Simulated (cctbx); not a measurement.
# X-rays or neutrons for the lightest atoms?

Cell a = 5.0950 Å, b = 5.0950 Å, c = 5.0950 Å, α = 90.00°, β = 90.00°, γ = 90.00°; space group Fm-3m (no. 225); content Tl4 B4. The heavier atoms are placed; B is still missing.

Simulated single-crystal data (cctbx): Mo Kα, λ = 0.71073 Å, to d = 0.84 Å, 95 % of the full sphere, strongest reflection 5000 counts, noise from counting, a 4 % proportional error and a noise floor of 8 counts (s.d.); no absorption.

Refinement without B (map in e/Å³):

```text
Rint 0.036, 15 unique reflections to 0.85 A
cycle     R1     wR2    GooF  max shift (A)
   1  0.1283  0.2755  24.008   0.00000
   2  0.0355  0.0662   5.767   0.00000
final R1 0.0355 wR2 0.0662 GooF 5.767  parameters 1  data/parameter 15.0
atom        x        y        z      Ueq    occ   su(xyz)  su(Uiso or U11)
Tl1    0.00000  0.00000  0.00000   0.0029  1.000  0.00000  0.0011
difference map: max 11.90 min -1.06 rms 0.78
Q1    0.0000  0.0000  0.5000    4   11.90  2.55 A from Tl1
Q2    0.0000  0.0000  0.0000    4    1.24  0.00 A from Tl1
Q3    0.0000  0.0000  0.2595   24    0.92  1.32 A from Tl1
Q4    0.0000  0.1634  0.1634   48    0.53  1.18 A from Tl1
Q5    0.1295  0.1295  0.3705   32    0.48  2.11 A from Tl1
Q6    0.1789  0.1789  0.1789   32    0.41  1.58 A from Tl1
Q7    0.0000  0.1662  0.3338   48    0.38  1.90 A from Tl1
```

The data are simulated with cctbx, not measured: neutrons of λ = 0.84 Å, to d = 0.8 Å, 95 % of the full sphere, strongest reflection 5000 counts, noise from counting, a 4 % proportional error and a noise floor of 8 counts (s.d.); no absorption.

Refinement without B (map in fm/Å³; only maxima are listed):

```text
Rint 0.033, 16 unique reflections to 0.81 A
cycle     R1     wR2    GooF  max shift (A)
   1  0.6388  0.8439  65.456   0.00000
   8  0.6102  0.8113  62.932   0.00000
final R1 0.6151 wR2 0.8210 GooF 63.682  parameters 1  data/parameter 16.0
atom        x        y        z      Ueq    occ   su(xyz)  su(Uiso or U11)
Tl1    0.00000  0.00000  0.00000   0.0081  1.000  0.00000  0.0227
difference map: max 79.43 min -8.72 rms 6.38
Q1    0.0000  0.0000  0.5000    4   79.43  2.55 A from Tl1
Q2    0.0000  0.0000  0.0000    4   74.47  0.00 A from Tl1
Q3    0.1083  0.2500  0.2500   48    6.00  1.88 A from Tl1
Q4    0.0000  0.0000  0.2482   24    5.24  1.26 A from Tl1
Q5    0.2500  0.2500  0.2500    8    4.90  2.21 A from Tl1
Q6    0.0000  0.1548  0.1548   48    4.83  1.12 A from Tl1
Q7    0.0000  0.1559  0.3441   48    4.82  1.92 A from Tl1
Q8    0.1292  0.1292  0.1292   32    3.16  1.14 A from Tl1
```

**Question.** Where is B, and which data fix it better?

B sits at (1/2, 0, 0). Adding it takes R1 from 0.035 to 0.003 with X-rays and from 0.615 to 0.006 with neutrons. Symmetry fixes its coordinates; the s.u. of its U is 0.0013 Å² with X-rays and 0.0002 Å² with neutrons. In the X-ray map Q1 marks it. In the neutron map Q1 marks it.

Final neutron refinement:

```text
Rint 0.033, 16 unique reflections to 0.81 A
cycle     R1     wR2    GooF  max shift (A)
   1  0.1360  0.2967  23.824   0.00000
   2  0.0062  0.0124   0.995   0.00000
final R1 0.0062 wR2 0.0124 GooF 0.995  parameters 2  data/parameter 8.0
atom        x        y        z      Ueq    occ   su(xyz)  su(Uiso or U11)
Tl1    0.00000  0.00000  0.00000   0.0025  1.000  0.00000  0.0002
B1     0.50000  0.00000  0.00000   0.0063  1.000  0.00000  0.0002
difference map: max 0.08 min -0.08 rms 0.03
Q1    0.2500  0.2500  0.2500    8    0.10  2.21 A from B1
Q2    0.0000  0.2052  0.2052   48    0.07  1.48 A from Tl1
Q3    0.0000  0.0000  0.3628   24    0.06  0.70 A from B1
Q4    0.0000  0.0000  0.1546   24    0.06  0.79 A from Tl1
Q5    0.0000  0.0000  0.0000    4    0.01  0.00 A from Tl1
```

This is a model crystal, built by substitution and not relaxed, with assumed displacement parameters.

[Middle refinement cycles are left out of these outputs.]

[Logs are printed without paths, hosts, clocks, repeated set-up lines and the standing remarks that a program may print on its own settings, such as how far it seeks lower states.]
